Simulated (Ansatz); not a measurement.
# Mg on Mo(100): change of the work function

Wanted: Δφ(θ) for Mg/Mo(100), starting from the hollow site.

Program: Ansatz 0.2.0. Level of theory: plane-wave DFT, PBE, Ansatz PAW. Results are calculated unless marked as measured.

Report form: the programs' logs are mostly left out.

## 1. Set-up

The cell holds 4 atoms: 4 Mo. Cell: a = 3.150 Å, b = 3.150 Å, c = 22.725 Å, α = 90.0°, β = 90.0°, γ = 90.0°. Vacuum lies along c.

## 2. The clean slab

The bare slab comes first, as the zero from which every change is counted. The two lowest layers are held at bulk places and the upper ones relax. The dipole correction removes the false field that a one-sided slab makes across the periodic vacuum, so each face gets a flat vacuum level of its own.

input.yaml

```yaml
crystal:
  lattice:
    - [3.15, 0.0, 0.0]
    - [0.0, 3.15, 0.0]
    - [0.0, 0.0, 22.725]
  atoms:
    - { symbol: Mo, position: [0.5, 0.5, 0.396039604] }
    - { symbol: Mo, position: [0.0, 0.0, 0.4653465347] }
    - { symbol: Mo, position: [0.5, 0.5, 0.5346534653] }
    - { symbol: Mo, position: [0.0, 0.0, 0.603960396] }
kpoints:
  mp_grid: { grid: [12, 12, 1] }
hamiltonian:
  xc: pbe
scf:
  occupations: { method: fermi_dirac, width: 0.1 }
  convergence: { dr2_threshold: 1.0e-08 }
efield:
  axis: 3
  dipole_correction: true
  ramp_position: 0.97
  ramp_width: 0.06
relax:
  f_tol: 0.02
  max_steps: 60
  constraints: [{ sites: [0, 1] }]
output:
  write_potential: true
  write_density: true
  volumetric_format: npy
```

Launch:

```bash
ansatz run input.yaml --threads 4 --pin off --max-ram 16384MiB --backend cpu --events-out ev --progress --plain --runs-dir out
```

The job ended after 19 s (4 threads of Arm Neoverse V1, shared host; peak memory 0.56 GiB; 70 s of CPU time).

Step by step:

| step | energy less that of the first step (eV) | largest force component (eV/Å) |
| --- | --- | --- |
| 1 | 0.0000 | 1.5631 |
| 2 | -0.0998 | 1.2124 |
| 3 | -0.1634 | 0.0307 |
| 4 | -0.1635 | 0.0155 |

The run keeps the 8 symmetry operations that it works with, so distortions that break them were not tested.

The atoms that moved most (Å):

| atom | dx | dy | dz | length |
| --- | --- | --- | --- | --- |
| Mo4 | 0.000 | 0.000 | -0.126 | 0.126 |
| Mo3 | 0.000 | 0.000 | 0.067 | 0.067 |

The relaxed structure:

```xyz
4
Lattice="3.1500 0.0000 0.0000 0.0000 3.1500 0.0000 0.0000 0.0000 22.7250" Properties=species:S:1:pos:R:3
Mo    1.5750    1.5750    9.0000
Mo    0.0000    0.0000   10.5750
Mo    1.5750    1.5750   12.2170
Mo    0.0000    0.0000   13.5988
```

This step gave:

```
energy at zero smearing        : -19819.9138 eV
work function, upper face      : 3.830 eV
work function, lower face      : 3.861 eV
dipole along the normal        : 0.001665 e·Å
step between the vacuum levels : -0.03036 eV
```

Running mean over 1.575 Å of the planar mean; the ramp of the sawtooth is left out. Table of electron's electrostatic potential energy less the Fermi level by z:

| z (Å) | electron's electrostatic potential energy less the Fermi level (eV) |
| --- | --- |
| 3.0 | 3.86 |
| 3.5 | 3.86 |
| 4.0 | 3.86 |
| 4.5 | 3.86 |
| 5.0 | 3.85 |
| 5.5 | 3.83 |
| 6.0 | 3.78 |
| 6.5 | 3.62 |
| 7.0 | 3.14 |
| 7.5 | 1.63 |
| 8.0 | -2.54 |
| 8.5 | -8.12 |
| 9.0 | -11.4 |
| 9.5 | -12.1 |
| 10.0 | -12.3 |
| 10.5 | -12.3 |
| 11.0 | -12.1 |
| 11.5 | -12.0 |
| 12.0 | -12.7 |
| 12.5 | -14.0 |
| 13.0 | -14.4 |
| 13.5 | -12.9 |
| 14.0 | -9.24 |
| 14.5 | -3.63 |
| 15.0 | 1.07 |
| 15.5 | 2.98 |
| 16.0 | 3.54 |
| 16.5 | 3.73 |
| 17.0 | 3.80 |
| 17.5 | 3.82 |
| 18.0 | 3.83 |
| 18.5 | 3.83 |
| 19.0 | 3.83 |
| 19.5 | 3.83 |

The relaxation took 4 steps and lowered the energy by 0.16 eV; the largest force on the free atoms ends at 0.015 eV/Å.

The work function of the upper face is 3.83 eV.

## 3. The covered slab, k-mesh 4×4×1, coverage 0.111 ML

System of this step: Mg/Mo(100). The cell holds 37 atoms: 36 Mo and 1 Mg. Its edges and angles: a = 9.450 Å, b = 9.450 Å, c = 24.666 Å, α = 90.0°, β = 90.0°, γ = 90.0°. Vacuum lies along c.

The clean slab as it ended is repeated in the plane and the adsorbate is set on one face; the cell's size fixes the coverage, and the k-mesh shrinks with it to keep the sampling density about even. Adsorbate and upper layers relax, since the dipole depends on the height.

input.yaml

```yaml
crystal:
  lattice:
    - [9.45, 0.0, 0.0]
    - [0.0, 9.45, 0.0]
    - [0.0, 0.0, 24.6655322503]
  atoms:
    - { symbol: Mo, position: [0.1666666667, 0.1666666667, 0.3648816457] }
    - { symbol: Mo, position: [0.0, 0.0, 0.4287359337] }
    - { symbol: Mo, position: [0.1666666667, 0.1666666667, 0.495305421] }
    - { symbol: Mo, position: [0.0, 0.0, 0.5513295289] }
    - { symbol: Mo, position: [0.1666666667, 0.5, 0.3648816457] }
    - { symbol: Mo, position: [0.0, 0.3333333333, 0.4287359337] }
    - { symbol: Mo, position: [0.1666666667, 0.5, 0.495305421] }
    - { symbol: Mo, position: [0.0, 0.3333333333, 0.5513295289] }
[... 25 atom lines left out ...]
    - { symbol: Mo, position: [0.6666666667, 0.6666666667, 0.4287359337] }
    - { symbol: Mo, position: [0.8333333333, 0.8333333333, 0.495305421] }
    - { symbol: Mo, position: [0.6666666667, 0.6666666667, 0.5513295289] }
    - { symbol: Mg, position: [0.1666666667, 0.1666666667, 0.6351183543] }
kpoints:
  mp_grid: { grid: [4, 4, 1] }
hamiltonian:
  xc: pbe
scf:
  occupations: { method: fermi_dirac, width: 0.1 }
  convergence: { dr2_threshold: 1.0e-08 }
efield:
  axis: 3
  dipole_correction: true
  ramp_position: 0.97
  ramp_width: 0.06
relax:
  f_tol: 0.02
  max_steps: 60
  constraints:
    - { sites: [0, 1, 4, 5, 8, 9, 12, 13, 16, 17, 20, 21, 24, 25, 28, 29, 32, 33] }
output:
  write_potential: true
  write_density: true
  volumetric_format: npy
```

Wall time 13 min (4 threads); peak memory 11 GiB; 53 min of CPU time.

Step by step:

| step | energy less that of the first step (eV) | largest force component (eV/Å) |
| --- | --- | --- |
| 1 | 0.0000 | 0.7057 |
| 2 | -0.1021 | 0.3321 |
| 3 | -0.1222 | 0.2333 |
| 4 | -0.1295 | 0.0218 |
| 5 | -0.1303 | 0.0197 |

Forces are held to the 8 operations that the run works with; a distortion that breaks them can't arise in this run.

The atoms that moved most (Å):

| atom | dx | dy | dz | length |
| --- | --- | --- | --- | --- |
| Mg37 | 0.000 | 0.000 | -0.278 | 0.278 |
| Mo4 | -0.034 | -0.034 | 0.016 | 0.050 |
| Mo16 | 0.034 | -0.034 | 0.016 | 0.050 |
| Mo8 | -0.034 | 0.034 | 0.016 | 0.050 |
| Mo20 | 0.034 | 0.034 | 0.016 | 0.050 |
| Mo36 | 0.000 | 0.000 | -0.015 | 0.015 |
| Mo35 | -0.008 | -0.008 | -0.010 | 0.015 |
| Mo23 | 0.008 | -0.008 | -0.010 | 0.015 |

Final coordinates:

```cif
data_structure
_symmetry_space_group_name_H-M 'P 1'
_symmetry_Int_Tables_number 1
_cell_length_a 9.4500
_cell_length_b 9.4500
_cell_length_c 24.6655
_cell_angle_alpha 90.000
_cell_angle_beta 90.000
_cell_angle_gamma 90.000
_cell_volume 2202.69
loop_
_atom_site_label
_atom_site_type_symbol
_atom_site_fract_x
_atom_site_fract_y
_atom_site_fract_z
_atom_site_occupancy
Mo1 Mo 0.16667 0.16667 0.36488 1
Mo2 Mo 0.00000 0.00000 0.42874 1
Mo3 Mo 0.16667 0.16667 0.49568 1
Mo4 Mo 0.99642 0.99642 0.55197 1
Mo5 Mo 0.16667 0.50000 0.36488 1
Mo6 Mo 0.00000 0.33333 0.42874 1
Mo7 Mo 0.16667 0.49923 0.49510 1
Mo8 Mo 0.99642 0.33691 0.55197 1
Mo9 Mo 0.16667 0.83333 0.36488 1
Mo10 Mo 0.00000 0.66667 0.42874 1
Mo11 Mo 0.16667 0.83410 0.49510 1
Mo12 Mo 0.00048 0.66667 0.55114 1
Mo13 Mo 0.50000 0.16667 0.36488 1
Mo14 Mo 0.33333 0.00000 0.42874 1
Mo15 Mo 0.49923 0.16667 0.49510 1
Mo16 Mo 0.33691 0.99642 0.55197 1
Mo17 Mo 0.50000 0.50000 0.36488 1
Mo18 Mo 0.33333 0.33333 0.42874 1
Mo19 Mo 0.50084 0.50084 0.49490 1
Mo20 Mo 0.33691 0.33691 0.55197 1
Mo21 Mo 0.50000 0.83333 0.36488 1
Mo22 Mo 0.33333 0.66667 0.42874 1
Mo23 Mo 0.50084 0.83249 0.49490 1
Mo24 Mo 0.33285 0.66667 0.55114 1
Mo25 Mo 0.83333 0.16667 0.36488 1
Mo26 Mo 0.66667 0.00000 0.42874 1
Mo27 Mo 0.83410 0.16667 0.49510 1
Mo28 Mo 0.66667 0.00048 0.55114 1
Mo29 Mo 0.83333 0.50000 0.36488 1
Mo30 Mo 0.66667 0.33333 0.42874 1
Mo31 Mo 0.83249 0.50084 0.49490 1
Mo32 Mo 0.66667 0.33285 0.55114 1
Mo33 Mo 0.83333 0.83333 0.36488 1
Mo34 Mo 0.66667 0.66667 0.42874 1
Mo35 Mo 0.83249 0.83249 0.49490 1
Mo36 Mo 0.66667 0.66667 0.55072 1
Mg37 Mg 0.16667 0.16667 0.62383 1
```

This step gave:

```
energy at zero smearing        : -180303.5462 eV
work function, upper face      : 3.768 eV
work function, lower face      : 3.864 eV
dipole along the normal        : 0.04767 e·Å
step between the vacuum levels : -0.09659 eV
```

Running mean over 1.575 Å of the planar mean; the ramp of the sawtooth is left out. The electron's electrostatic potential energy less the Fermi level by z:

| z (Å) | electron's electrostatic potential energy less the Fermi level (eV) |
| --- | --- |
| 4 | 3.86 |
| 5 | 3.85 |
| 6 | 3.78 |
| 7 | 3.15 |
| 8 | -2.54 |
| 9 | -11.4 |
| 10 | -12.3 |
| 11 | -12.1 |
| 12 | -12.7 |
| 13 | -14.4 |
| 14 | -9.35 |
| 15 | 0.299 |
| 16 | 2.80 |
| 17 | 3.62 |
| 18 | 3.75 |
| 19 | 3.77 |
| 20 | 3.77 |
| 21 | 3.77 |

The relaxation took 5 steps and lowered the energy by 0.13 eV; the largest force on the free atoms ends at 0.020 eV/Å.

The covered face has 3.77 eV, -0.06 eV against the clean one; the bare back face has moved by +0.00 eV, a measure of how thin the slab is.

## 4. Adsorbate added, k-mesh 6×6×1, coverage 0.25 ML

System of this step: Mg/Mo(100). The cell holds 17 atoms: 16 Mo and 1 Mg. Its edges and angles: a = 6.300 Å, b = 6.300 Å, c = 24.666 Å, α = 90.0°, β = 90.0°, γ = 90.0°. Vacuum lies along c.

Another coverage, to see how the dipoles act on each other as their distance changes.

input.yaml

```yaml
crystal:
  lattice:
    - [6.3, 0.0, 0.0]
    - [0.0, 6.3, 0.0]
    - [0.0, 0.0, 24.6655322503]
  atoms:
    - { symbol: Mo, position: [0.25, 0.25, 0.3648816457] }
    - { symbol: Mo, position: [0.0, 0.0, 0.4287359337] }
    - { symbol: Mo, position: [0.25, 0.25, 0.495305421] }
    - { symbol: Mo, position: [0.0, 0.0, 0.5513295289] }
    - { symbol: Mo, position: [0.25, 0.75, 0.3648816457] }
    - { symbol: Mo, position: [0.0, 0.5, 0.4287359337] }
    - { symbol: Mo, position: [0.25, 0.75, 0.495305421] }
    - { symbol: Mo, position: [0.0, 0.5, 0.5513295289] }
    - { symbol: Mo, position: [0.75, 0.25, 0.3648816457] }
    - { symbol: Mo, position: [0.5, 0.0, 0.4287359337] }
    - { symbol: Mo, position: [0.75, 0.25, 0.495305421] }
    - { symbol: Mo, position: [0.5, 0.0, 0.5513295289] }
    - { symbol: Mo, position: [0.75, 0.75, 0.3648816457] }
    - { symbol: Mo, position: [0.5, 0.5, 0.4287359337] }
    - { symbol: Mo, position: [0.75, 0.75, 0.495305421] }
    - { symbol: Mo, position: [0.5, 0.5, 0.5513295289] }
    - { symbol: Mg, position: [0.25, 0.25, 0.6351183543] }
kpoints:
  mp_grid: { grid: [6, 6, 1] }
hamiltonian:
  xc: pbe
scf:
  occupations: { method: fermi_dirac, width: 0.1 }
  convergence: { dr2_threshold: 1.0e-08 }
efield:
  axis: 3
  dipole_correction: true
  ramp_position: 0.97
  ramp_width: 0.06
relax:
  f_tol: 0.02
  max_steps: 60
  constraints: [{ sites: [0, 1, 4, 5, 8, 9, 12, 13] }]
output:
  dos: { projected: true, e_range: [-8, 4] }
  write_potential: true
  write_density: true
  volumetric_format: npy
  elf: true
```

Run time: 3.7 min. Hardware: 4 threads; peak memory 3.4 GiB.

The steps of the relaxation:

| step | energy less that of the first step (eV) | largest force component (eV/Å) |
| --- | --- | --- |
| 1 | 0.0000 | 0.6591 |
| 2 | -0.1182 | 0.3309 |
| 3 | -0.1484 | 0.1776 |
| 4 | -0.1549 | 0.0269 |
| 5 | -0.1552 | 0.0143 |

Forces are held to the 8 operations that the run works with; a distortion that breaks them can't arise in this run.

The atoms that moved most (Å):

| atom | dx | dy | dz | length |
| --- | --- | --- | --- | --- |
| Mg17 | 0.000 | 0.000 | -0.306 | 0.306 |
| Mo16 | 0.064 | 0.064 | 0.017 | 0.092 |
| Mo12 | 0.064 | -0.064 | 0.017 | 0.092 |
| Mo8 | -0.064 | 0.064 | 0.017 | 0.092 |
| Mo4 | -0.064 | -0.064 | 0.017 | 0.092 |
| Mo15 | 0.000 | 0.000 | -0.058 | 0.058 |
| Mo3 | 0.000 | 0.000 | 0.021 | 0.021 |

Final coordinates:

```
Mo Mg
1.0
     6.30000    0.00000    0.00000
     0.00000    6.30000    0.00000
     0.00000    0.00000   24.66553
Mo Mg
16 1
Cartesian
  1.5750 1.5750 9.0000
  0.0000 0.0000 10.5750
  1.5750 1.5750 12.2378
  -0.0640 -0.0640 13.6160
  1.5750 4.7250 9.0000
  0.0000 3.1500 10.5750
  1.5750 4.7250 12.2121
  -0.0640 3.2140 13.6160
  4.7250 1.5750 9.0000
  3.1500 0.0000 10.5750
  4.7250 1.5750 12.2121
  3.2140 -0.0640 13.6160
  4.7250 4.7250 9.0000
  3.1500 3.1500 10.5750
  4.7250 4.7250 12.1594
  3.2140 3.2140 13.6160
  1.5750 1.5750 15.3600
```

Numbers from this step:

```yaml
energy_at_zero_smearing: -81203.9366 eV
work_function_upper_face: 3.644 eV
work_function_lower_face: 3.871 eV
dipole_along_the_normal: 0.04961 e·Å
step_between_the_vacuum_levels: -0.2262 eV
```

The density of states has structure finer than the step of the table below, so its rows give means over 0.5 eV, whole bins alone (the curve runs from -8 to 1.74 eV). Peaks (eV: height): -3.07: 45.4, -2.98: 41.7, -2.41: 37.9, -2.35: 37.6, -0.57: 38.4, -0.42: 47.3, 1.50: 37.5.

Table of density of states by energy, zero at the Fermi level; means over each step:

| energy (eV) | density of states (states/eV a cell) |
| --- | --- |
| -6.5 | 0 |
| -6.0 | 0.872 |
| -5.5 | 1.50 |
| -5.0 | 2.19 |
| -4.5 | 9.90 |
| -4.0 | 18.4 |
| -3.5 | 16.6 |
| -3.0 | 26.7 |
| -2.5 | 25.3 |
| -2.0 | 20.6 |
| -1.5 | 16.2 |
| -1.0 | 17.5 |
| -0.5 | 29.8 |
| 0.0 | 21.2 |
| 0.5 | 14.2 |
| 1.0 | 20.2 |

Projected DOS per atom over height of the atomic layer and energy from the Fermi level. Layers: Mo4 Mo4 Mo4 Mo4 Mg from below.

Ten even steps from '0' (0.00 states/eV) to '9' (2.73 states/eV), each cell a mean:
```
85550
54440
52230
42141
93270
83290
42240
43330
54341
46650
47640
46530
14530
14531
01210
00000
00000
00000
00000
00000
00000
00000
```
Columns: height of the atomic layer (Å) from 9 to 15.4 (not evenly spaced); rows upwards: energy from the Fermi level (eV) from -7.96 to 1.75.

Valence density in the ca plane at fractional y = 0.250, with atoms of Mo and Mg within 0.2 Å of it. It is the smooth field of the valence electrons, not physical close to the nuclei.

Ten steps, logarithmic in the rise over the least value, from '0' (0 e/Å³) to '9' (23 e/Å³), each cell a mean:
```
00000111111111111111110000000000000000000000
00000133321111233221100000000000000000000000
00001356532112466531100000000000000000000000
00002577642112577641100000000000000000000000
00002567642112577641100000000000000000000000
00001356532112456531100000000000000000000000
00000133321111233221100000000000000000000000
00000111111111111111110000000000000000000000
00000011111111111111110000000000000000000000
00000112211111122211111000000000000000000000
00001245421111345421111132000000000000000000
00001467642112567631111587300000000000000000
00002577652112577641111699500000000000000000
00001467642112566631111587300000000000000000
00001245421111345421111122000000000000000000
00000112211111122211111000000000000000000000
00000011111111111111110000000000000000000000
```
Columns run along c (16.0 Å, from fractional 0.26 to 0.91 of the cell), rows up along a (6.3 Å). Atoms in or near the plane, at fractional coordinates: Mo at (0.36, 0.25), Mo at (0.50, 0.25), Mo at (0.36, 0.75), Mo at (0.50, 0.75), Mg at (0.62, 0.25).

ELF in the ca plane at fractional y = 0.250, with atoms of Mo and Mg within 0.2 Å of it. It is the smooth field of the valence electrons, not physical close to the nuclei.

Ten even steps from '0' (0.00) to '9' (0.75), each cell a mean:
```
01222223345555432355445567765421000000000000
01112244335554333334544444432100000000000000
00012699853543688843554332210000000000000000
00002886862432886952454321100000000000000000
00002886862432886952454321100000000000000000
00012698843543688733554332210000000000000000
01112244335554333335544444432100000000000000
01223323345455432355445567765421000000000000
01233334455445544555456778898753100000000000
01122222345554322245566422479975210000000000
00111477644553466534563122138986420000000000
00002798963542798952441345315997421000000000
00002885862432775951331434415997521000000000
00002798953542798952441345316997421000000000
00111477644553466534563122138986420000000000
01122222345555322245556432479975210000000000
01233334455445544555456778898753100000000000
```
Columns run along c (16.0 Å, from fractional 0.26 to 0.91 of the cell), rows up along a (6.3 Å). Atoms in or near the plane, at fractional coordinates: Mo at (0.36, 0.25), Mo at (0.50, 0.25), Mo at (0.36, 0.75), Mo at (0.50, 0.75), Mg at (0.62, 0.25).

Electrostatic potential energy in the ca plane at fractional y = 0.250, with atoms of Mo and Mg within 0.2 Å of it. With pseudopotentials it is smooth inside the atoms' cores, unlike the true potential.

Values in eV, 9 rows by 16 columns, each cell a mean:
```
  6   4  -6   1   4  -4  -2   5   6   6   6   6   6   7   7   7
  6  -4 -52 -22   1 -44 -34   5   7   7   7   7   7   7   7   7
  6  -6 -59 -27   0 -51 -40   4   7   7   7   7   7   7   7   7
  6   3 -13  -2   3 -10  -7   5   7   7   7   6   6   7   7   7
  6   5   2   4   4   3   3   4   4   4   6   6   6   6   7   7
  6   1 -27  -9   3 -21 -16   4  -7  -9   4   6   6   6   7   7
  6  -7 -63 -31   0 -53 -46   2 -34 -40   2   6   6   6   7   7
  6  -1 -39 -14   2 -31 -25   3 -13 -16   3   6   6   6   7   7
  6   5   0   3   4   1   2   4   3   3   5   6   6   6   7   7
```
Columns run along c (16.0 Å, from fractional 0.26 to 0.91 of the cell; values clipped at the 3rd and 97th percentile), rows up along a (6.3 Å). Atoms in or near the plane, at fractional coordinates: Mo at (0.36, 0.25), Mo at (0.50, 0.25), Mo at (0.36, 0.75), Mo at (0.50, 0.75), Mg at (0.62, 0.25).

The relaxation took 5 steps and lowered the energy by 0.16 eV; the largest force on the free atoms ends at 0.014 eV/Å.

By hand: a sheet of dipoles makes a step −p/(ε₀A) in the electron's potential. With e/ε₀ = 180.95 V·Å, p = 0.04961 e·Å and A = 39.69 Å², that is −180.95 × (0.04961) / 39.69 = -0.226 eV, and the two vacuum levels of the run differ by -0.226 eV.

The covered face has 3.64 eV, -0.19 eV against the clean one; the bare back face has moved by +0.01 eV, a measure of how thin the slab is.

## 5. The covered slab, k-mesh 6×6×1, coverage 0.5 ML

System of this step: Mg/Mo(100). The cell holds 18 atoms: 16 Mo and 2 Mg. Its edges and angles: a = 6.300 Å, b = 6.300 Å, c = 24.666 Å, α = 90.0°, β = 90.0°, γ = 90.0°. Vacuum lies along c.

input.yaml, as its differences from that of step 4:

```diff
@@ -23,2 +23,3 @@
     - { symbol: Mg, position: [0.25, 0.25, 0.6351183543] }
+    - { symbol: Mg, position: [0.75, 0.75, 0.6351183543] }
 kpoints:
```

Wall time 3.5 min (4 threads); peak memory 3.5 GiB.

(Part 1 of 2 ends here.)

[Logs are printed without paths, hosts, clocks, repeated set-up lines and the standing remarks that a program may print on its own settings, such as how far it seeks lower states.]

[Hosts, paths, dates, database ids (printed as entryN), source tags and the programs' standing remarks are cut or masked in the printed files.]

[Maps of the electrostatic potential energy from Ansatz leave out the sawtooth potential of an applied field or a dipole correction, so their vacuum need not be flat; planar profiles and work functions include it.]

[The density of states shown here was stored with 400 of the rows of the run's finer table, so its peaks can read low, often by over a quarter, or be missed, and its means over a window can be off by a tenth or more.]
